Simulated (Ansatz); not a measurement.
# What Sn2TeO (built on the sites of a database entry of SnO) distorts into

Wanted: the energy along a soft mode of Sn2TeO (built on the sites of a database entry of SnO) and the structure at the end.

Main program and level: Ansatz 0.2.0; DFT PBEsol, scalar-relativistic, plane waves, PAW.

The structure was built from a prototype and need not be the compound's stable phase.

### 1. The starting structure

It takes space group P-4m2 (No. 115, tetragonal). The conventional cell has a = 4.655 Å, b = 4.655 Å, c = 4.497 Å, α = 90.00°, β = 90.00°, γ = 90.00°. Sn has 2 Te at 2.77 Å and 2 O at 2.77 Å nearest. Nearest to O lie 4 Sn at 2.77 Å. Nearest to Te lie 4 Sn at 2.77 Å. Farther neighbours and most contacts between anions are not listed.

### 2. Response at finite wavevector

The cell comes from relaxations at this level that are not shown. Stability and thermal properties need the whole zone. Linear response on a 2×2×2 q mesh gives force constants as far as a supercell of that size would.

File input.yaml:

```yaml
crystal:
  lattice:
    - [4.6545958854, 0.0, 0.0]
    - [0.0, 4.6545958854, 0.0]
    - [0.0, 0.0, 4.4974265172]
  atoms:
    - { symbol: Sn, position: [0.5, 0.0, 0.3328754615] }
    - { symbol: Sn, position: [0.0, 0.5, 0.6671245385] }
    - { symbol: O, position: [0.0, 0.0, 0.0] }
    - { symbol: Te, position: [0.5, 0.5, 0.0] }
kpoints:
  mp_grid: { grid: [12, 12, 12] }
hamiltonian:
  xc: pbesol
scf:
  occupations: { method: methfessel_paxton, width: 0.2 }
output:
  eigenvalues: true
phonons:
  method: dfpt
  qmesh: [2, 2, 2]
  temperatures: { t_max: 1000, t_step: 50 }
  qpath:
    path:
      - [[0.0, 0.0, 0.0], [0.0, 0.5, 0.0], [0.5, 0.5, 0.0], [0.0, 0.0, 0.0], [0.0, 0.0, 0.5], [0.0, 0.5, 0.5], [0.5, 0.5, 0.5], [0.0, 0.0, 0.5]]
      - [[0.0, 0.5, 0.0], [0.0, 0.5, 0.5]]
      - [[0.5, 0.5, 0.0], [0.5, 0.5, 0.5]]
    npoints: 10
```

Run with:

```console
$ ansatz run input.yaml --threads 4 --pin off --max-ram 14336MiB --backend cpu --events-out ev --progress --plain --runs-dir out
```

Numbers of over 12 decimals in the logs are rounded to 6 here.

Log:

```text
Warning: phonons: the dynamical matrix that this run interpolates holds no multipole term above the dipole-dipole one, and a site of this crystal is no centre of inversion, so its interpolated transverse optical and acoustic branches and sound speeds can stay off near Gamma, and the density of states and the thermodynamics with them. What a run solves at a wave vector of phonons.qpoints, Gamma apart, where the deck admits one, is free of this, and under fd what a larger phonons.supercell samples
Engine: ansatz 0.2.0, aarch64-unknown-linux-gnu
Pseudopotentials: kind: paw
Pseudopotential: Sn, paw, valence charge 14, recommended cutoff 420 eV (normal), Sn.paw.azcp
Pseudopotential: O, paw, valence charge 6, recommended cutoff 420 eV (normal), O.paw.azcp
Pseudopotential: Te, paw, valence charge 16, recommended cutoff 420 eV (normal), Te.paw.azcp
Functional definition: PBEsol
  exchange = pbesol_x
  correlation = pbesol_c
Crystal: 4 atoms, lattice volume = 97.438 Å³
Basis set: ecut = 420 eV, 1895 PW (Γ), exchange–correlation on 64×64×64 points (8 copies of the dense FFT grid, shifted against one another)
Bands: 30, of which v1, the nominal top of the filled ones, is band 25 counted from 1 (24 counted from 0)
Symmetry: 8 space group operations
k-points: 196 of 1728 (time reversal used)
Non-local potential: Sn, projectors of the file, l = 0: 2, l = 1: 2, l = 2: 2, l = 3: 2
Non-local potential: O, projectors of the file, l = 0: 2, l = 1: 2, l = 2: 1
Non-local potential: Te, projectors of the file, l = 0: 2, l = 1: 2, l = 2: 2, l = 3: 2
PAW form: soft (Blöchl's): semilocal exchange-correlation on the pseudo side does not see the compensation charge
PAW frozen core: Sn, regenerated for the run's functional, and the local potential with it (the file was generated under x = pbe(κ = 0.804, μ = 0.219515), c = pbe(β = 0.066725))
PAW frozen core: O, regenerated for the run's functional, and the local potential with it (the file was generated under x = pbe(κ = 0.804, μ = 0.219515), c = pbe(β = 0.066725))
PAW frozen core: Te, regenerated for the run's functional, and the local potential with it (the file was generated under x = pbe(κ = 0.804, μ = 0.219515), c = pbe(β = 0.066725))
PAW one-centre angular grid: Sn, 590 points (default); XC on 64 Gauss nodes
PAW one-centre angular grid: O, 110 points (default); XC on 64 Gauss nodes
PAW one-centre angular grid: Te, 590 points (default); XC on 64 Gauss nodes
Initial density: superposition of atomic densities (neutral atoms: chi_scale 0, normalization atom), corrected by the library's trained network
Initial wavefunctions: pseudopotential atomic-orbital guess
Functional: x = pbesol(κ = 0.804, μ = 0.123457), c = pbesol(β = 0.046)
SCF iter   1: F=—  HF=-19359.391610 eV  |F-HF|=—  |Δ(HF+E_count)|=         —  Δρ=1.04e-2  dr2=1.10e-1  ethr=1.77e-3  ⟨swp⟩=6.6  Hψ=26283  notcnv=0
preconditioner: auto → Kerker (q_TF=auto, 2.441 Å⁻¹)  [metal: Δε(μ)=0.094 eV  Ē_g=16.268 eV  σ=0.200 eV  W_gap=0.39  n_scr=26 (ndim 8)  ℏωp=23.8 eV  f_vac=0.000  D(μ)=0.61/eV (n_scr^D=0)]
SCF iter   2: F=—  HF=-19359.375974 eV  |F-HF|=—  |Δ(HF+E_count)|=   1.56e-2  S|Δr|=    0.00e0  Δρ=4.85e-3  dr2=2.61e-2  ethr=2.19e-4  ⟨swp⟩=1.0  Hψ=7448  notcnv=0
SCF iter   3: F=—  HF=-19359.372244 eV  |F-HF|=—  |Δ(HF+E_count)|=   3.73e-3  S|Δr|=    0.00e0  Δρ=6.53e-4  dr2=6.37e-4  ethr=5.23e-5  ⟨swp⟩=2.1  Hψ=7042  notcnv=0
SCF iter   4: F=—  HF=-19359.372135 eV  |F-HF|=—  |Δ(HF+E_count)|=   1.09e-4  S|Δr|=    0.00e0  Δρ=3.44e-4  dr2=1.37e-4  ethr=1.27e-6  ⟨swp⟩=2.0  Hψ=10587  notcnv=0
SCF iter   5: F=—  HF=-19359.372067 eV  |F-HF|=—  |Δ(HF+E_count)|=   6.74e-5  S|Δr|=    0.00e0  Δρ=1.10e-4  dr2=2.84e-5  ethr=2.74e-7  ⟨swp⟩=2.1  Hψ=9557  notcnv=0
SCF iter   6: F=—  HF=-19359.372061 eV  |F-HF|=—  |Δ(HF+E_count)|=   6.44e-6  S|Δr|=    0.00e0  Δρ=4.88e-5  dr2=4.49e-6  ethr=5.68e-8  ⟨swp⟩=3.0  Hψ=10827  notcnv=0
SCF iter   7: F=—  HF=-19359.372061 eV  |F-HF|=—  |Δ(HF+E_count)|=   5.97e-8  S|Δr|=    0.00e0  Δρ=9.14e-6  dr2=1.63e-7  ethr=8.97e-9  ⟨swp⟩=2.2  Hψ=10356  notcnv=0
SCF iter   8: F=—  HF=-19359.372061 eV  |F-HF|=—  |Δ(HF+E_count)|=   4.15e-8  S|Δr|=    0.00e0  Δρ=5.19e-6  dr2=3.47e-8  ethr=3.26e-10  ⟨swp⟩=2.0  Hψ=10658  notcnv=0
SCF iter   9: F=—  HF=-19359.372061 eV  |F-HF|=—  |Δ(HF+E_count)|=   1.09e-8  S|Δr|=    0.00e0  Δρ=1.56e-6  dr2=3.68e-9  ethr=6.95e-11  ⟨swp⟩=2.0  Hψ=9683  notcnv=0
SCF iter  10: F=—  HF=-19359.372061 eV  |F-HF|=—  |Δ(HF+E_count)|=  9.09e-11  S|Δr|=    0.00e0  Δρ=3.97e-7  dr2=3.57e-10  ethr=7.37e-12  ⟨swp⟩=2.6  Hψ=9098  notcnv=0
SCF iter  11: F=—  HF=-19359.372061 eV  |F-HF|=—  |Δ(HF+E_count)|=  1.09e-11  S|Δr|=    0.00e0  Δρ=1.06e-7  dr2=1.63e-11  ethr=1.00e-12  ⟨swp⟩=2.0  Hψ=6890  notcnv=0
SCF iter  12: F=-19359.372061 eV  HF=-19359.372061 eV  |F-HF|=3.64e-12  |Δ(HF+E_count)|=  3.64e-12  S|Δr|=    0.00e0  Δρ=4.52e-8  dr2=2.76e-12  ethr=1.00e-12  ⟨swp⟩=9.7  Hψ=30595  notcnv=0
SCF 1 converged in 12 iterations: F = -19359.372061 eV  dr2 = 2.76e-12
  greatest PAW one-centre occupation: 0.998 electrons in one spin orbital (limit 2), on the Te atom at site 3 (counted from 0), in its partial waves of l = 2
Initial density: read from a saved state, or passed on in memory by an earlier SCF of this step, an earlier step, the calling program or the single point that the run made first
iter 1 solved again at ethr=3.18e-7 eV; its pass at ethr=3.10e-3 eV (dr2=1.59e-4 eV) is discarded
SCF iter   1: F=—  HF=-19359.372060 eV  |F-HF|=—  |Δ(HF+E_count)|=         —  Δρ=1.15e-6  dr2=1.98e-9  ethr=3.18e-7  ⟨swp⟩=3.1  Hψ=43374  notcnv=0
eigensolver tolerance schedule: the retry pair's looser diagonalisation over-reported the residual by 80358.98 of it (diagonalisation noise at an unbounded share of the residual, at the tolerance the schedule requests for it); recorded, not acted on — ethr = c·dr2/N_el stays at c = 1.0e-1
preconditioner: auto → Kerker (q_TF=auto, 2.441 Å⁻¹)  [metal: Δε(μ)=0.058 eV  Ē_g=16.306 eV  σ=0.200 eV  W_gap=0.24  n_scr=26 (ndim 8)  ℏωp=23.8 eV  f_vac=0.000  D(μ)=0.54/eV (n_scr^D=0)]
SCF iter   2: F=—  HF=-19359.372061 eV  |F-HF|=—  |Δ(HF+E_count)|=   1.25e-6  S|Δr|=    0.00e0  Δρ=4.09e-7  dr2=1.96e-10  ethr=3.96e-12  ⟨swp⟩=4.1  Hψ=17148  notcnv=0
SCF iter   3: F=—  HF=-19359.372061 eV  |F-HF|=—  |Δ(HF+E_count)|=  2.55e-11  S|Δr|=    0.00e0  Δρ=2.94e-7  dr2=1.08e-10  ethr=1.00e-12  ⟨swp⟩=1.0  Hψ=5880  notcnv=0
SCF iter   4: F=—  HF=-19359.372061 eV  |F-HF|=—  |Δ(HF+E_count)|=  1.09e-11  S|Δr|=    0.00e0  Δρ=1.69e-7  dr2=4.14e-11  ethr=1.00e-12  ⟨swp⟩=1.0  Hψ=5880  notcnv=0
SCF iter   5: F=—  HF=-19359.372061 eV  |F-HF|=—  |Δ(HF+E_count)|=  1.46e-11  S|Δr|=    0.00e0  Δρ=1.16e-7  dr2=1.96e-11  ethr=1.00e-12  ⟨swp⟩=1.0  Hψ=5880  notcnv=0
SCF iter   6: F=-19359.372061 eV  HF=-19359.372061 eV  |F-HF|=1.09e-11  |Δ(HF+E_count)|=  1.09e-11  S|Δr|=    0.00e0  Δρ=6.88e-8  dr2=7.04e-12  ethr=1.00e-12  ⟨swp⟩=3.2  Hψ=10865  notcnv=0
SCF 2 converged in 6 iterations: F = -19359.372061 eV  dr2 = 7.04e-12
phonons: the bands overlap, so this run is a metal and interpolates without the dipole-dipole term. If the crystal is really an insulator or semiconductor, its LO-TO splitting is missing
NSCF: frozen V_eff on 196 k-points
NSCF: frozen V_eff on 343 k-points
DFPT response loops at q = (0, 0, 0) (fractional): preconditioner auto → Kerker (q_TF=auto, 2.441 Å⁻¹) (partly filled bands, converged f_vac=0.000); β = 1.00, the filter's whole step (`scf.mixing.beta` (0.50) is not read by the response loops under this deck's `scf.mixing.preconditioner`; to damp them name `kerker` or `kerker_dos`, under which they read `scf.mixing.beta`, and type it under 1.00, their step now; both keys bind the ground state too); Broyden in place of MSR1
NSCF: frozen V_eff on 686 k-points
DFPT response loops at q = (0, 0, -0.5) (fractional): mixed as the last ones told, above
NSCF: frozen V_eff on 686 k-points
DFPT response loops at q = (0, -0.5, 0) (fractional): mixed as the last ones told, above
NSCF: frozen V_eff on 686 k-points
DFPT response loops at q = (0, -0.5, -0.5) (fractional): mixed as the last ones told, above
NSCF: frozen V_eff on 686 k-points
DFPT response loops at q = (-0.5, -0.5, 0) (fractional): mixed as the last ones told, above
NSCF: frozen V_eff on 686 k-points
DFPT response loops at q = (-0.5, -0.5, -0.5) (fractional): mixed as the last ones told, above
SCF converged after 12 iterations
Stability not checked: this state was not tested for a lower state beside it, because cold or Methfessel-Paxton smearing, or corrected tetrahedra, fill the levels in a way that the test cannot read (fill_not_monotonic; see scf.lower_state_search)
Free energy (F): -19359.372061 eV
Harris-Foulkes:  -19359.372061 eV  (|F-HF|=3.64e-12)
Internal energy: -19359.376616 eV  (E = F + TS)
E sigma→0 (E₀):  -19359.373200 eV
Entropy (-TS):   0.004556 eV (1.139 meV/atom)
Fermi energy:    8.970285 eV
--- Per-component energies (eV) ---
  E_band       = -456.270793
  E_kinetic    = 723.707482
  E_local      = -3376.864077  (includes V_loc(G=0)·N_el)
  E_nonlocal   = -320.781280
  E_hartree    = 2012.924972
  E_xc         = -954.785947
  E_vxc        = -391.022815  (∫ρ·V_xc dr)
  E_paw        = -12861.945991  (= ΣΔE_a)
  E_vpaw       = -1117.162081  (= ΣTr[D̂ρ^β])
  E_aug_tail   = 0.002076  (compensation charges beyond the density's cutoff)
  E_ewald      = -4582.613634
  E_core_change = 0.979783  (= ΣΔE_core)
  E_smearing   = 0.004556  (= −TS)
  E_closure    = 0.000000  (closes the sum)
  Σ components = -19359.372061   (vs F -19359.372061, Δ=0.00e0)
--- Band table (eV; the first three rows and the last of 196) ---
  k-point 0: bands = [... 21 lower, 7.3994, 7.9155, 7.9461, 7.9461, 10.4133, 12.0360, 12.0360, 12.6785, ... 1 higher]
  k-point 1: bands = [... 21 lower, 7.4970, 7.8641, 7.9458, 7.9458, 10.3804, 11.6765, 11.6765, 12.4861, ... 1 higher]
  k-point 2: bands = [... 21 lower, 7.7328, 7.7752, 7.9404, 7.9404, 10.1913, 11.0190, 11.0190, 12.1563, ... 1 higher]
  k-point 195: bands = [... 21 lower, 5.3740, 5.7812, 8.7453, 8.7453, 10.6810, 12.0878, 14.7003, 15.0211, ... 1 higher]
--- Phonons (Γ-DFPT): 7 representative perturbations + reference (Σ response iterations 21) ---
  ASR residual: 1.254e-5 → 0.000e0 eV/Å²; symmetrization residual: 1.093e-5 eV/Å²
  ASR residual per site (eV/Å²): 1.25e-5 1.25e-5 8.97e-6 5.03e-6
  Γ frequencies (cm⁻¹): -174.34 -174.34 -62.41 0.00 0.00 0.00 66.10 66.10 110.13 170.98 190.64 190.64
--- Phonons (arbitrary-q DFPT): 6 irreducible q on the 2×2×2 mesh ---
  q = [0.0000, 0.0000, 0.0000] (star 1, of the zone-centre solve; hermiticity 2.37e-6, symmetrization 4.89e-12): -174.34 -174.34 -62.41 -0.00 -0.00 0.00 66.10 66.10 110.13 170.98 190.64 190.64
  q = [0.0000, 0.0000, -0.5000] (star 1, 7 solved perturbations in 2107 linear systems a pass and spin channel, the states on 343 of 1728 k-point pairs; hermiticity 8.08e-6, symmetrization 2.99e-7): -166.56 -166.56 35.94 35.94 48.31 78.76 87.64 87.64 119.64 176.51 193.61 193.61
  q = [0.0000, -0.5000, 0.0000] (star 2, 12 solved perturbations on 343 of 1728 k-point pairs; hermiticity 1.08e-6, symmetrization 3.09e-8): -145.94 -141.28 -42.28 -20.87 22.64 59.53 77.64 105.08 165.64 168.94 195.25 208.18
  q = [0.0000, -0.5000, -0.5000] (star 2, 12 solved perturbations on 343 of 1728 k-point pairs; hermiticity 7.96e-7, symmetrization 4.35e-8): -160.09 -140.52 -80.82 -23.31 39.36 45.21 57.54 118.52 166.92 179.90 190.95 194.64
  q = [-0.5000, -0.5000, 0.0000] (star 1, 7 solved perturbations in 2107 linear systems a pass and spin channel, the states on 343 of 1728 k-point pairs; hermiticity 2.19e-6, symmetrization 5.97e-8): -201.97 -164.68 -164.68 -53.15 10.81 65.44 86.64 86.64 165.47 165.47 165.66 190.41
  q = [-0.5000, -0.5000, -0.5000] (star 1, 7 solved perturbations in 2107 linear systems a pass and spin channel, the states on 343 of 1728 k-point pairs; hermiticity 1.44e-6, symmetrization 3.51e-8): -219.18 -181.38 -181.38 -57.63 -47.11 28.52 94.63 94.63 161.15 162.86 162.86 197.75
  sum rule: each row above includes the acoustic sum rule's correction from the zone centre's row sums; it moved no ω² by more than (0.39 cm⁻¹)²
  mesh force constants: q→R imaginary residual 1.23e-17; ASR residual 1.254e-5 → 0.000e0 eV/Å²; symmetrization residual 5.329e-15 eV/Å²
  interpolated dispersion: 93 rows × 12 modes
  density of states and harmonic sums: on the 14×14×14 q-mesh, interpolated from the force constants of a 2×2×2 supercell (no non-analytic term)
  largest difference from the sums on the solved wave vectors: F 5.53e-2 eV, S 6.49e-5 and C_V 9.73e-6 eV/K
  zero-point energy: 0.059527 eV/cell   skipped modes (ω ≤ 0): 1146, of them read as no rigid motion or as one in doubt: 1143 (4.012e0 modes/cell left out, lowest -219.18 cm⁻¹)   left out of the sums: 3.34e-1 of the cell's modes: C_V's classical limit lies that fraction below 3 k_B per atom; for a crystal, a wire or a layer, F and S can be off by more, and a phonons.interpolated_qmesh denser along its periods is the remedy for the sampling
```

Run time: 21 min. Hardware: 4 threads of Arm Neoverse V1, shared host; peak memory 2.7 GiB; 82 min of CPU time.

The column dr2 measures how far the density is from self-consistency, as an energy; F and HF (Harris–Foulkes) agree once it is small.

This step gave:

| Item | Value |
| --- | --- |
| volume per atom | 24.36 Å³ |
| gap on the k-mesh | 0 eV |
| sum-rule residual before enforcement | 1.25e-5 eV/Å² |
| lowest frequency on the path | -219.2 cm⁻¹ |
| point group | -42m |
| highest frequency on the path or at a solved wavevector | 208.2 cm⁻¹ |
| highest optical mode at the zone centre (no LO-TO term) | 190.6 cm⁻¹ |
| lowest optical zone-centre mode | -174.3 cm⁻¹ |
| lowest mode on the q mesh (acoustic modes at Γ apart) | -219.2 cm⁻¹ |

Frequencies (cm⁻¹) solved at each irreducible wavevector; negative means imaginary. Frequencies by wavevector, by row:

```tsv
q in reciprocal lattice units	star	mode 1	mode 2	mode 3	mode 4	mode 10	mode 11	mode 12
0 0 0	1	-174.3	-174.3	-62.4	0	171	190.6	190.6
0 0 -0.5	1	-166.6	-166.6	35.9	35.9	176.5	193.6	193.6
0 -0.5 0	2	-145.9	-141.3	-42.3	-20.9	168.9	195.2	208.2
0 -0.5 -0.5	2	-160.1	-140.5	-80.8	-23.3	179.9	190.9	194.6
-0.5 -0.5 0	1	-202	-164.7	-164.7	-53.1	165.5	165.7	190.4
-0.5 -0.5 -0.5	1	-219.2	-181.4	-181.4	-57.6	162.9	162.9	197.8
```

Interpolated from a 2×2×2 q mesh, rough between the solved points. The phonon branches at the labelled points (cm⁻¹):

```tsv
point	branch 1	branch 2	branch 3	branch 4	branch 9	branch 10	branch 11	branch 12
Γ	-174	-174	-62	0	110	171	191	191
halfway	-158	-146	-91	19	139	168	193	199
X	-146	-141	-42	-21	166	169	195	208
halfway	-181	-140	-120	-61	144	166	191	197
M	-202	-165	-165	-53	166	166	166	190
halfway	-168	-132	-122	-46	133	166	193	197
Γ	-174	-174	-62	0	110	171	191	191
halfway	-170	-170	25	25	119	172	192	192
Z	-167	-167	36	36	120	176	194	194
halfway	-153	-149	-78	24	149	174	193	194
R	-160	-140	-81	-23	167	180	191	195
halfway	-195	-149	-142	-62	153	165	182	197
A	-219	-181	-181	-58	161	163	163	198
halfway	-174	-140	-125	-50	143	168	188	197
Z	-167	-167	36	36	120	176	194	194
jump to X	-146	-141	-42	-21	166	169	195	208
halfway	-153	-141	-63	-22	166	174	195	200
R	-160	-140	-81	-23	167	180	191	195
jump to M	-202	-165	-165	-53	166	166	166	190
halfway	-210	-173	-173	-55	163	164	164	194
A	-219	-181	-181	-58	161	163	163	198
```

Symmetry leaves 6 wavevectors to solve. The lowest mode among them, the acoustic zeros apart, lies at q = (-0.5, -0.5, -0.5) and is imaginary, 219.2i cm⁻¹, so the energy falls along it.

### 3. The mode frozen in, largest atomic shift 0 Å

The mode followed lies at q = (-0.5, -0.5, -0.5) with frequency 219.2i cm⁻¹, the softest among the wavevectors solved. At small amplitude the distorted cell has space group no. 121 by a symmetry search on the positions. The undistorted cell that holds it gives the zero of energy on the same k mesh.

System of this step: Sn2TeO (built on the sites of a database entry of SnO). It takes space group P-4m2 (No. 115, tetragonal). The conventional cell has a = 4.655 Å, b = 4.655 Å, c = 4.497 Å, α = 90.00°, β = 90.00°, γ = 90.00°. Nearest to Sn lie 2 Te at 2.77 Å and 2 O at 2.77 Å. O has 4 Sn at 2.77 Å nearest. Te has 4 Sn at 2.77 Å nearest. Farther neighbours and most contacts between anions are not listed.

File input.yaml:

```yaml
crystal:
  lattice:
    - [4.6545958854, 0.0, 4.4974265172]
    - [4.6545958854, 0.0, -4.4974265172]
    - [0.0, 4.6545958854, 4.4974265172]
  atoms:
    - { symbol: Sn, position: [0.4164377308, 0.0835622692, 0.0] }
    - { symbol: Sn, position: [0.9164377308, 0.5835622692, 0.0] }
    - { symbol: Sn, position: [0.0835622692, 0.9164377308, 0.5] }
    - { symbol: Sn, position: [0.5835622692, 0.4164377308, 0.5] }
    - { symbol: O, position: [0.5, 0.5, 0.0] }
    - { symbol: O, position: [0.0, 0.0, 0.0] }
    - { symbol: Te, position: [0.0, 0.5, 0.5] }
    - { symbol: Te, position: [0.5, 0.0, 0.5] }
kpoints:
  mp_grid: { grid: [8, 8, 8] }
hamiltonian:
  xc: pbesol
scf:
  occupations: { method: methfessel_paxton, width: 0.2 }
output:
  forces: true
  stress: true
  eigenvalues: true
```

Log:

```text
[...]
Crystal: 8 atoms, lattice volume = 194.876 Å³
Basis set: ecut = 420 eV, 3775 PW (Γ), exchange–correlation on 90×90×90 points (8 copies of the dense FFT grid, shifted against one another)
Bands: 60, of which v1, the nominal top of the filled ones, is band 50 counted from 1 (49 counted from 0)
Symmetry: 16 space group operations
[...]
k-points: 59 of 512 (time reversal used)
[...]
k-point 0: bands = [... 46 lower, 7.9463, 7.9463, 8.7456, 8.7456, 10.4139, 10.6806, 12.0357, 12.0357, ... 6 higher]
  k-point 1: bands = [... 46 lower, 7.7971, 7.9856, 8.4476, 8.6549, 10.7072, 10.8030, 11.2881, 11.9865, ... 6 higher]
  k-point 2: bands = [... 46 lower, 7.7461, 7.8092, 8.1339, 8.3046, 10.4450, 10.8087, 11.3867, 11.9117, ... 6 higher]
  k-point 58: bands = [... 46 lower, 7.7296, 7.8339, 8.6085, 9.1445, 9.1445, 9.2828, 9.4588, 9.4588, ... 6 higher]
[key lines of the parts left out:]
SCF converged after 8 iterations
Free energy (F): -38718.744669 eV
Fermi energy:    8.981567 eV
P = ⅓ Tr σ = 0.0028 GPa (0.028 kbar)
```

The job ended after 17 s (4 threads; peak memory 0.8 GiB; 65 s of CPU time).

This step gave:

| Item | Value |
| --- | --- |
| pressure | 0.002832 GPa |
| energy from the undistorted cell | 0 meV/atom |

The run ends at a pressure of 0.00 GPa, with forces up to 0.0038 eV/Å.

(Part 1 of 3 ends here.)

[Logs are printed without paths, hosts, clocks, repeated set-up lines and the standing remarks that a program may print on its own settings, such as how far it seeks lower states.]

[Hosts, paths, dates, database ids (printed as entryN), source tags and the programs' standing remarks are cut or masked in the printed files.]
